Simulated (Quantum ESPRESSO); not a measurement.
# Ir(100), 5 layers: cutoff convergence, part 2 of 4

Aim: how far one choice must go before the vacuum level and the energy of Ir(100), 5 layers stand still, and what it costs.

Quantum ESPRESSO 7.5; plane-wave DFT, PBE, GBRV ultrasoft pseudopotentials.

So far. Step 2 (Self-consistent run: ecutwfc 60 Ry, ecutrho 300 Ry): Inside the slab this potential holds the local part of the pseudopotentials, which can be repulsive at the nuclei; only its value in the vacuum has a meaning of its own.

## (3) Ground state: ecutwfc 50 Ry, ecutrho 250 Ry

c1.in

```
&control
  prefix = 'c1'
  outdir = './out'
  pseudo_dir = './pseudo'
  calculation = 'scf'
  tprnfor = .true.
/
&system
  ibrav = 0
  nat = 5
  ntyp = 1
  ecutwfc = 50
  ecutrho = 250
  occupations = 'smearing'
  smearing = 'mv'
  degauss = 0.02
  assume_isolated = 'esm'
  esm_bc = 'bc1'
/
&electrons
  conv_thr = 1e-07
  mixing_beta = 0.4
  electron_maxstep = 120
  mixing_mode = 'local-TF'
/
ATOMIC_SPECIES
  Ir  192.2170  ir_pbe_v1.2.uspp.F.UPF
CELL_PARAMETERS angstrom
  2.71529003975634 0.00000000000000 0.00000000000000
  0.00000000000000 2.71529003975634 0.00000000000000
  0.00000000000000 0.00000000000000 23.68000000000000
ATOMIC_POSITIONS crystal
  Ir  0.000000000000 0.000000000000 -0.162162162162
  Ir  0.500000000000 0.500000000000 -0.081081081081
  Ir  0.000000000000 0.000000000000 0.000000000000
  Ir  0.500000000000 0.500000000000 0.081081081081
  Ir  0.000000000000 0.000000000000 0.162162162162
K_POINTS automatic
  10 10 1 0 0 0
```

The run is started by

```bash
> OMP_NUM_THREADS=1 mpirun -n 4 pw.x -nk 4 -in c1.in > c1.out
```

Output:

```text
[banner, memory and clock lines left out]
Program PWSCF v.7.5 starts
[...]
Message from routine setup:
[...]
number of electrons       =        75.00
     number of Kohn-Sham states=           46
     kinetic-energy cutoff     =      50.0000  Ry
     charge density cutoff     =     250.0000  Ry
[...]
number of k points=    21  Marzari-Vanderbilt smearing, width (Ry)=  0.0200
[...]
Dense  grid:    78485 G-vectors     FFT dimensions: (  25,  25, 225)
[...]
negative rho (up, down):  1.868E+00 0.000E+00
     Starting wfcs are   60 randomized atomic wfcs
[...]
negative rho (up, down):  1.707E+00 0.000E+00
[...]
estimated scf accuracy    <       7.04183786 Ry
[...]
negative rho (up, down):  1.557E+00 0.000E+00
[...]
estimated scf accuracy    <       2.39607379 Ry
[...]
negative rho (up, down):  1.532E+00 0.000E+00
[...]
estimated scf accuracy    <       0.33140890 Ry
[...]
negative rho (up, down):  1.592E+00 0.000E+00
[...]
estimated scf accuracy    <       0.08483293 Ry
[...]
negative rho (up, down):  1.675E+00 0.000E+00
[...]
estimated scf accuracy    <       0.02594611 Ry
[...]
negative rho (up, down):  1.644E+00 0.000E+00
[...]
estimated scf accuracy    <       0.08174401 Ry
[...]
negative rho (up, down):  1.644E+00 0.000E+00
[...]
estimated scf accuracy    <       0.01311960 Ry
[...]
negative rho (up, down):  1.641E+00 0.000E+00
[...]
estimated scf accuracy    <       0.01292387 Ry
[...]
negative rho (up, down):  1.572E+00 0.000E+00
[...]
estimated scf accuracy    <       0.01293150 Ry
[...]
negative rho (up, down):  1.562E+00 0.000E+00
[...]
estimated scf accuracy    <       0.30895474 Ry
[...]
negative rho (up, down):  1.566E+00 0.000E+00
[...]
estimated scf accuracy    <       0.32903456 Ry
[...]
negative rho (up, down):  1.563E+00 0.000E+00
[...]
estimated scf accuracy    <       0.27941455 Ry
[...]
negative rho (up, down):  1.563E+00 0.000E+00
[...]
estimated scf accuracy    <       0.08525077 Ry
[...]
negative rho (up, down):  1.572E+00 0.000E+00
[...]
estimated scf accuracy    <       0.08425200 Ry
[...]
negative rho (up, down):  1.574E+00 0.000E+00
[...]
estimated scf accuracy    <       0.03321080 Ry
[...]
negative rho (up, down):  1.582E+00 0.000E+00
[...]
estimated scf accuracy    <       0.02264081 Ry
[...]
negative rho (up, down):  1.579E+00 0.000E+00
[...]
estimated scf accuracy    <       0.00129359 Ry
[...]
negative rho (up, down):  1.579E+00 0.000E+00
[...]
estimated scf accuracy    <       0.00108027 Ry
[...]
negative rho (up, down):  1.577E+00 0.000E+00
[...]
estimated scf accuracy    <       0.00059567 Ry
[...]
negative rho (up, down):  1.577E+00 0.000E+00
[...]
estimated scf accuracy    <       0.00037835 Ry
[...]
negative rho (up, down):  1.578E+00 0.000E+00
[...]
estimated scf accuracy    <       0.00007539 Ry
[...]
negative rho (up, down):  1.578E+00 0.000E+00
[...]
estimated scf accuracy    <       0.00000219 Ry
[...]
negative rho (up, down):  1.578E+00 0.000E+00
[...]
estimated scf accuracy    <       0.00000760 Ry
[...]
negative rho (up, down):  1.577E+00 0.000E+00
[...]
estimated scf accuracy    <       0.00000224 Ry
[...]
negative rho (up, down):  1.578E+00 0.000E+00
[...]
estimated scf accuracy    <       0.00001068 Ry
[...]
negative rho (up, down):  1.578E+00 0.000E+00
[...]
estimated scf accuracy    <       0.00000090 Ry
[...]
negative rho (up, down):  1.578E+00 0.000E+00
[...]
estimated scf accuracy    <       0.00000109 Ry
[...]
negative rho (up, down):  1.578E+00 0.000E+00
[...]
estimated scf accuracy    <       0.00000055 Ry
[...]
negative rho (up, down):  1.578E+00 0.000E+00
[...]
estimated scf accuracy    <       0.00000035 Ry
[...]
negative rho (up, down):  1.578E+00 0.000E+00
[...]
estimated scf accuracy    <       0.00000033 Ry
[...]
negative rho (up, down):  1.578E+00 0.000E+00
[...]
estimated scf accuracy    <       0.00000021 Ry
[...]
negative rho (up, down):  1.578E+00 0.000E+00
[...]
the Fermi energy is    -5.5361 ev
!    total energy              =    -908.70337225 Ry
     estimated scf accuracy    <       0.00000005 Ry
     smearing contrib. (-TS)   =       0.00193533 Ry
     internal energy E=F+TS    =    -908.70530758 Ry
[...]
one-electron contribution =   16034.81083523 Ry
     hartree contribution      =   -8029.36754103 Ry
     xc contribution           =    -251.77556674 Ry
     ewald contribution        =   -8662.37303504 Ry
     convergence has been achieved in  32 iterations
     negative rho (up, down):  1.578E+00 0.000E+00
[...]
Total force =     0.075717     Total SCF correction =     0.001140
[...]
```

Wall time 2.5 min (4 MPI ranks of Arm Neoverse V2, shared host); peak memory 0.79 GiB.

Read from the output:

| Item | Value |
| --- | --- |
| free energy | -12363.5392 eV |
| Fermi energy | -5.536 eV |
| vacuum line at the lower end of the cell, over the Fermi level | 5.536 eV |
| vacuum line at the upper end of the cell, over the Fermi level | 5.536 eV |

The program's own clock; routines nest. Time by routine:

```
     routine  wall time (s)  calls
       PWSCF          147.2      1
   electrons          144.9      1
     c_bands          117.5     32
     cegterg          102.4    192
       h_psi          65.66   1354
        fftw          53.15  64846
    vloc_psi          50.65   1354
    sum_band           13.5     32
      calbec           9.84   1570
     mix_rho           9.74     32
h_psi:calbec           7.38   1354
  add_vuspsi           7.34   1354
       s_psi           7.26   1354
        ffts           5.66   3792
```

Counted from each run's own zero (the Fermi level), the vacuum level differs from the first run's by -4 meV.

## (4) Ground state: ecutwfc 40 Ry, ecutrho 200 Ry

c2.in, as its differences from the input of step 3:

```diff
@@ -1,3 +1,3 @@
 &control
-  prefix = 'c1'
+  prefix = 'c2'
   outdir = './out'
@@ -11,4 +11,4 @@
   ntyp = 1
-  ecutwfc = 50
-  ecutrho = 250
+  ecutwfc = 40
+  ecutrho = 200
   occupations = 'smearing'
```

The run is started by

```bash
> OMP_NUM_THREADS=1 mpirun -n 4 pw.x -nk 4 -in c2.in > c2.out
```

Output:

```text
[banner, memory and clock lines left out]
Program PWSCF v.7.5 starts
[...]
Message from routine setup:
[...]
number of electrons       =        75.00
     number of Kohn-Sham states=           46
     kinetic-energy cutoff     =      40.0000  Ry
     charge density cutoff     =     200.0000  Ry
[...]
number of k points=    21  Marzari-Vanderbilt smearing, width (Ry)=  0.0200
[...]
Dense  grid:    56453 G-vectors     FFT dimensions: (  24,  24, 216)
[...]
negative rho (up, down):  1.827E+00 0.000E+00
     Starting wfcs are   60 randomized atomic wfcs
[...]
negative rho (up, down):  1.669E+00 0.000E+00
[...]
estimated scf accuracy    <       7.16779930 Ry
[...]
negative rho (up, down):  1.527E+00 0.000E+00
[...]
estimated scf accuracy    <       2.40672208 Ry
[...]
negative rho (up, down):  1.513E+00 0.000E+00
[...]
estimated scf accuracy    <       0.29116281 Ry
[...]
negative rho (up, down):  1.568E+00 0.000E+00
[...]
estimated scf accuracy    <       0.07630782 Ry
[...]
negative rho (up, down):  1.643E+00 0.000E+00
[...]
estimated scf accuracy    <       0.03038584 Ry
[...]
negative rho (up, down):  1.607E+00 0.000E+00
[...]
estimated scf accuracy    <       0.07986206 Ry
[...]
negative rho (up, down):  1.608E+00 0.000E+00
[...]
estimated scf accuracy    <       0.00888935 Ry
[...]
negative rho (up, down):  1.600E+00 0.000E+00
[...]
estimated scf accuracy    <       0.01026049 Ry
[...]
negative rho (up, down):  1.584E+00 0.000E+00
[...]
estimated scf accuracy    <       0.02971457 Ry
[...]
negative rho (up, down):  1.554E+00 0.000E+00
[...]
estimated scf accuracy    <       0.03900268 Ry
[...]
negative rho (up, down):  1.552E+00 0.000E+00
[...]
estimated scf accuracy    <       0.06512533 Ry
[...]
negative rho (up, down):  1.554E+00 0.000E+00
[...]
estimated scf accuracy    <       0.06411715 Ry
[...]
negative rho (up, down):  1.555E+00 0.000E+00
[...]
estimated scf accuracy    <       0.01294649 Ry
[...]
negative rho (up, down):  1.556E+00 0.000E+00
[...]
estimated scf accuracy    <       0.00711493 Ry
[...]
negative rho (up, down):  1.557E+00 0.000E+00
[...]
estimated scf accuracy    <       0.00039544 Ry
[...]
negative rho (up, down):  1.556E+00 0.000E+00
[...]
estimated scf accuracy    <       0.00044239 Ry
[...]
negative rho (up, down):  1.556E+00 0.000E+00
[...]
estimated scf accuracy    <       0.00013147 Ry
[...]
negative rho (up, down):  1.555E+00 0.000E+00
[...]
estimated scf accuracy    <       0.00007435 Ry
[...]
negative rho (up, down):  1.555E+00 0.000E+00
[...]
estimated scf accuracy    <       0.00001505 Ry
[...]
negative rho (up, down):  1.555E+00 0.000E+00
[...]
estimated scf accuracy    <       0.00000177 Ry
[...]
negative rho (up, down):  1.554E+00 0.000E+00
[...]
estimated scf accuracy    <       0.00000019 Ry
[...]
negative rho (up, down):  1.555E+00 0.000E+00
[...]
the Fermi energy is    -5.5371 ev
!    total energy              =    -908.69895630 Ry
     estimated scf accuracy    <       0.00000009 Ry
     smearing contrib. (-TS)   =       0.00193390 Ry
     internal energy E=F+TS    =    -908.70089020 Ry
[...]
one-electron contribution =   16034.80788348 Ry
     hartree contribution      =   -8029.35689901 Ry
     xc contribution           =    -251.77883963 Ry
     ewald contribution        =   -8662.37303504 Ry
     convergence has been achieved in  22 iterations
     negative rho (up, down):  1.555E+00 0.000E+00
[...]
Total force =     0.075643     Total SCF correction =     0.000269
[...]
```

Elapsed: 78 s, on 4 MPI ranks; peak memory 0.61 GiB; 5.2 min of CPU time.

This step gave:

* free energy: -12363.4791 eV
* Fermi energy: -5.537 eV
* vacuum line at the lower end of the cell, over the Fermi level: 5.537 eV
* vacuum line at the upper end of the cell, over the Fermi level: 5.537 eV

The program's own clock; routines nest. Time by routine:

```
     routine  wall time (s)  calls
       PWSCF          77.73      1
   electrons          75.98      1
     c_bands          61.37     22
     cegterg             53    132
       h_psi          34.05   1122
        fftw          27.44  44228
    vloc_psi          26.47   1122
    sum_band           6.97     22
     mix_rho           5.16     22
      calbec              5   1278
  add_vuspsi           3.73   1122
h_psi:calbec           3.72   1122
       s_psi           3.68   1122
        ffts           3.13   2492
```

Counted from each run's own zero (the Fermi level), the vacuum level differs from the first run's by -3 meV.

## (5) Ground state: ecutwfc 34 Ry, ecutrho 170 Ry

c3.in, as its differences from the input of step 4:

```diff
@@ -1,3 +1,3 @@
 &control
-  prefix = 'c2'
+  prefix = 'c3'
   outdir = './out'
@@ -11,4 +11,4 @@
   ntyp = 1
-  ecutwfc = 40
-  ecutrho = 200
+  ecutwfc = 34
+  ecutrho = 170
   occupations = 'smearing'
```

The run is started by

```bash
> OMP_NUM_THREADS=1 mpirun -n 4 pw.x -nk 4 -in c3.in > c3.out
```

Output:

```text
[banner, memory and clock lines left out]
Program PWSCF v.7.5 starts
[...]
Message from routine setup:
[...]
number of electrons       =        75.00
     number of Kohn-Sham states=           46
     kinetic-energy cutoff     =      34.0000  Ry
     charge density cutoff     =     170.0000  Ry
[...]
number of k points=    21  Marzari-Vanderbilt smearing, width (Ry)=  0.0200
[...]
Dense  grid:    44125 G-vectors     FFT dimensions: (  24,  24, 192)
[...]
negative rho (up, down):  1.827E+00 0.000E+00
     Starting wfcs are   60 randomized atomic wfcs
[...]
negative rho (up, down):  1.679E+00 0.000E+00
[...]
estimated scf accuracy    <       7.20433711 Ry
[...]
negative rho (up, down):  1.539E+00 0.000E+00
[...]
estimated scf accuracy    <       2.47609454 Ry
[...]
negative rho (up, down):  1.527E+00 0.000E+00
[...]
estimated scf accuracy    <       0.26811106 Ry
[...]
negative rho (up, down):  1.579E+00 0.000E+00
[...]
estimated scf accuracy    <       0.06879049 Ry
[...]
negative rho (up, down):  1.652E+00 0.000E+00
[...]
estimated scf accuracy    <       0.02928796 Ry
[...]
negative rho (up, down):  1.617E+00 0.000E+00
[...]
estimated scf accuracy    <       0.08604502 Ry
[...]
negative rho (up, down):  1.619E+00 0.000E+00
[...]
estimated scf accuracy    <       0.01344355 Ry
[...]
negative rho (up, down):  1.581E+00 0.000E+00
[...]
estimated scf accuracy    <       0.01276365 Ry
[...]
negative rho (up, down):  1.591E+00 0.000E+00
[...]
estimated scf accuracy    <       0.04881321 Ry
[...]
negative rho (up, down):  1.567E+00 0.000E+00
[...]
estimated scf accuracy    <       0.00545303 Ry
[...]
negative rho (up, down):  1.556E+00 0.000E+00
[...]
estimated scf accuracy    <       0.00207763 Ry
[...]
negative rho (up, down):  1.559E+00 0.000E+00
[...]
estimated scf accuracy    <       0.00075884 Ry
[...]
negative rho (up, down):  1.560E+00 0.000E+00
[...]
estimated scf accuracy    <       0.00095297 Ry
[...]
negative rho (up, down):  1.560E+00 0.000E+00
[...]
estimated scf accuracy    <       0.00040808 Ry
[...]
negative rho (up, down):  1.553E+00 0.000E+00
[...]
estimated scf accuracy    <       0.00006892 Ry
[...]
negative rho (up, down):  1.555E+00 0.000E+00
[...]
estimated scf accuracy    <       0.00008874 Ry
[...]
negative rho (up, down):  1.555E+00 0.000E+00
[...]
estimated scf accuracy    <       0.00001084 Ry
[...]
negative rho (up, down):  1.555E+00 0.000E+00
[...]
estimated scf accuracy    <       0.00000624 Ry
[...]
negative rho (up, down):  1.555E+00 0.000E+00
[...]
estimated scf accuracy    <       0.00000193 Ry
[...]
negative rho (up, down):  1.555E+00 0.000E+00
[...]
estimated scf accuracy    <       0.00000156 Ry
[...]
negative rho (up, down):  1.555E+00 0.000E+00
[...]
estimated scf accuracy    <       0.00000106 Ry
[...]
negative rho (up, down):  1.555E+00 0.000E+00
[...]
estimated scf accuracy    <       0.00000033 Ry
[...]
negative rho (up, down):  1.555E+00 0.000E+00
[...]
estimated scf accuracy    <       0.00000018 Ry
[...]
negative rho (up, down):  1.555E+00 0.000E+00
[...]
estimated scf accuracy    <       0.00000017 Ry
[...]
negative rho (up, down):  1.555E+00 0.000E+00
[...]
the Fermi energy is    -5.5340 ev
!    total energy              =    -908.68235093 Ry
     estimated scf accuracy    <       0.00000002 Ry
     smearing contrib. (-TS)   =       0.00194262 Ry
     internal energy E=F+TS    =    -908.68429355 Ry
[...]
one-electron contribution =   16034.86471079 Ry
     hartree contribution      =   -8029.38504739 Ry
     xc contribution           =    -251.79092192 Ry
     ewald contribution        =   -8662.37303504 Ry
     convergence has been achieved in  25 iterations
     negative rho (up, down):  1.555E+00 0.000E+00
[...]
Total force =     0.075523     Total SCF correction =     0.000241
[...]
```

Run time: 52 s. Hardware: 4 MPI ranks; peak memory 0.4 GiB; 3.5 min of CPU time.

Read from the output:

| Property | Result |
| --- | --- |
| free energy | -12363.2532 eV |
| Fermi energy | -5.534 eV |
| vacuum line at the lower end of the cell, over the Fermi level | 5.534 eV |
| vacuum line at the upper end of the cell, over the Fermi level | 5.534 eV |

The program's own clock; routines nest. Time by routine:

```
     routine  wall time (s)  calls
       PWSCF          51.36      1
   electrons          50.08      1
     c_bands          40.37     25
     cegterg          33.35    150
       h_psi          17.54   1180
    vloc_psi          11.38   1180
        fftw           11.1  47178
    sum_band           4.44     25
      calbec           4.13   1354
  add_vuspsi           3.03   1180
h_psi:calbec           3.02   1180
     mix_rho           3.01     25
       s_psi           2.99   1180
     cdiaghg           2.15   1174
```

Counted from each run's own zero (the Fermi level), the vacuum level differs from the first run's by -6 meV.

## (6) Self-consistent run: ecutwfc 28 Ry, ecutrho 140 Ry

c4.in, as its differences from the input of step 5:

```diff
@@ -1,3 +1,3 @@
 &control
-  prefix = 'c3'
+  prefix = 'c4'
   outdir = './out'
@@ -11,4 +11,4 @@
   ntyp = 1
-  ecutwfc = 34
-  ecutrho = 170
+  ecutwfc = 28
+  ecutrho = 140
   occupations = 'smearing'
```

The run is started by

```bash
> OMP_NUM_THREADS=1 mpirun -n 4 pw.x -nk 4 -in c4.in > c4.out
```

Output:

```text
[banner, memory and clock lines left out]
Program PWSCF v.7.5 starts
[...]
Message from routine setup:
[...]
number of electrons       =        75.00
     number of Kohn-Sham states=           46
     kinetic-energy cutoff     =      28.0000  Ry
     charge density cutoff     =     140.0000  Ry
[...]
number of k points=    21  Marzari-Vanderbilt smearing, width (Ry)=  0.0200
[...]
Dense  grid:    33109 G-vectors     FFT dimensions: (  20,  20, 180)
[...]
negative rho (up, down):  1.938E+00 0.000E+00
     Starting wfcs are   60 randomized atomic wfcs
[...]
negative rho (up, down):  1.759E+00 0.000E+00
[...]
estimated scf accuracy    <       7.32485084 Ry
[...]
negative rho (up, down):  1.591E+00 0.000E+00
[...]
estimated scf accuracy    <       2.43102863 Ry
[...]
negative rho (up, down):  1.574E+00 0.000E+00
[...]
estimated scf accuracy    <       0.25007102 Ry
[...]
negative rho (up, down):  1.638E+00 0.000E+00
[...]
estimated scf accuracy    <       0.05928773 Ry
[...]
negative rho (up, down):  1.710E+00 0.000E+00
[...]
estimated scf accuracy    <       0.02610520 Ry
[...]
negative rho (up, down):  1.666E+00 0.000E+00
[...]
estimated scf accuracy    <       0.06160330 Ry
[...]
negative rho (up, down):  1.670E+00 0.000E+00
[...]
estimated scf accuracy    <       0.01069140 Ry
[...]
negative rho (up, down):  1.639E+00 0.000E+00
[...]
estimated scf accuracy    <       0.01103298 Ry
[...]
negative rho (up, down):  1.653E+00 0.000E+00
[...]
estimated scf accuracy    <       0.07301050 Ry
[...]
negative rho (up, down):  1.631E+00 0.000E+00
[...]
estimated scf accuracy    <       0.00715325 Ry
[...]
negative rho (up, down):  1.625E+00 0.000E+00
[...]
estimated scf accuracy    <       0.00566168 Ry
[...]
negative rho (up, down):  1.630E+00 0.000E+00
[...]
estimated scf accuracy    <       0.00314835 Ry
[...]
negative rho (up, down):  1.630E+00 0.000E+00
[...]
estimated scf accuracy    <       0.00044036 Ry
[...]
negative rho (up, down):  1.631E+00 0.000E+00
[...]
estimated scf accuracy    <       0.00038059 Ry
[...]
negative rho (up, down):  1.632E+00 0.000E+00
[...]
estimated scf accuracy    <       0.00048769 Ry
[...]
negative rho (up, down):  1.634E+00 0.000E+00
[...]
estimated scf accuracy    <       0.00085164 Ry
[...]
negative rho (up, down):  1.626E+00 0.000E+00
[...]
estimated scf accuracy    <       0.00308660 Ry
[...]
negative rho (up, down):  1.627E+00 0.000E+00
[...]
estimated scf accuracy    <       0.00023154 Ry
[...]
negative rho (up, down):  1.627E+00 0.000E+00
[...]
estimated scf accuracy    <       0.00001636 Ry
[...]
negative rho (up, down):  1.627E+00 0.000E+00
[...]
estimated scf accuracy    <       0.00000695 Ry
[...]
negative rho (up, down):  1.627E+00 0.000E+00
[...]
estimated scf accuracy    <       0.00000261 Ry
[...]
negative rho (up, down):  1.627E+00 0.000E+00
[...]
estimated scf accuracy    <       0.00000221 Ry
[...]
negative rho (up, down):  1.627E+00 0.000E+00
[...]
estimated scf accuracy    <       0.00000086 Ry
[...]
negative rho (up, down):  1.627E+00 0.000E+00
[...]
estimated scf accuracy    <       0.00000090 Ry
[...]
negative rho (up, down):  1.627E+00 0.000E+00
[...]
estimated scf accuracy    <       0.00000076 Ry
[...]
negative rho (up, down):  1.627E+00 0.000E+00
[...]
the Fermi energy is    -5.5264 ev
!    total energy              =    -908.66787181 Ry
     estimated scf accuracy    <       0.00000008 Ry
     smearing contrib. (-TS)   =       0.00195689 Ry
     internal energy E=F+TS    =    -908.66982871 Ry
[...]
one-electron contribution =   16034.91212101 Ry
     hartree contribution      =   -8029.40050614 Ry
     xc contribution           =    -251.80840854 Ry
     ewald contribution        =   -8662.37303504 Ry
     convergence has been achieved in  26 iterations
     negative rho (up, down):  1.627E+00 0.000E+00
[...]
Total force =     0.075935     Total SCF correction =     0.000177
[...]
```

It took 45 s on 4 MPI ranks; peak memory 0.42 GiB.

Read from the output:

| Quantity | Value |
| --- | --- |
| free energy | -12363.0562 eV |
| Fermi energy | -5.526 eV |
| vacuum line at the lower end of the cell, over the Fermi level | 5.526 eV |
| vacuum line at the upper end of the cell, over the Fermi level | 5.526 eV |

The program's own clock; routines nest. Time by routine:

```
     routine  wall time (s)  calls
       PWSCF          44.51      1
   electrons          43.44      1
     c_bands          35.52     26
     cegterg          30.94    156
       h_psi          19.13   1109
        fftw          15.31  47340
    vloc_psi          14.54   1109
    sum_band           4.07     26
      calbec           3.11   1289
     mix_rho           2.77     26
  add_vuspsi           2.26   1109
h_psi:calbec           2.25   1109
       s_psi           2.22   1109
     cdiaghg              2   1103
```

Counted from each run's own zero (the Fermi level), the vacuum level differs from the first run's by -14 meV.

(Part 2 of 4 ends here.)

[Logs are printed without paths, hosts, clocks, repeated set-up lines and the standing remarks that a program may print on its own settings, such as how far it seeks lower states.]

[Hosts, paths, dates, database ids (printed as entryN), source tags and the programs' standing remarks are cut or masked in the printed files.]

[Maps of the electrostatic potential energy from Ansatz leave out the sawtooth potential of an applied field or a dipole correction, so their vacuum need not be flat; planar profiles and work functions include it.]
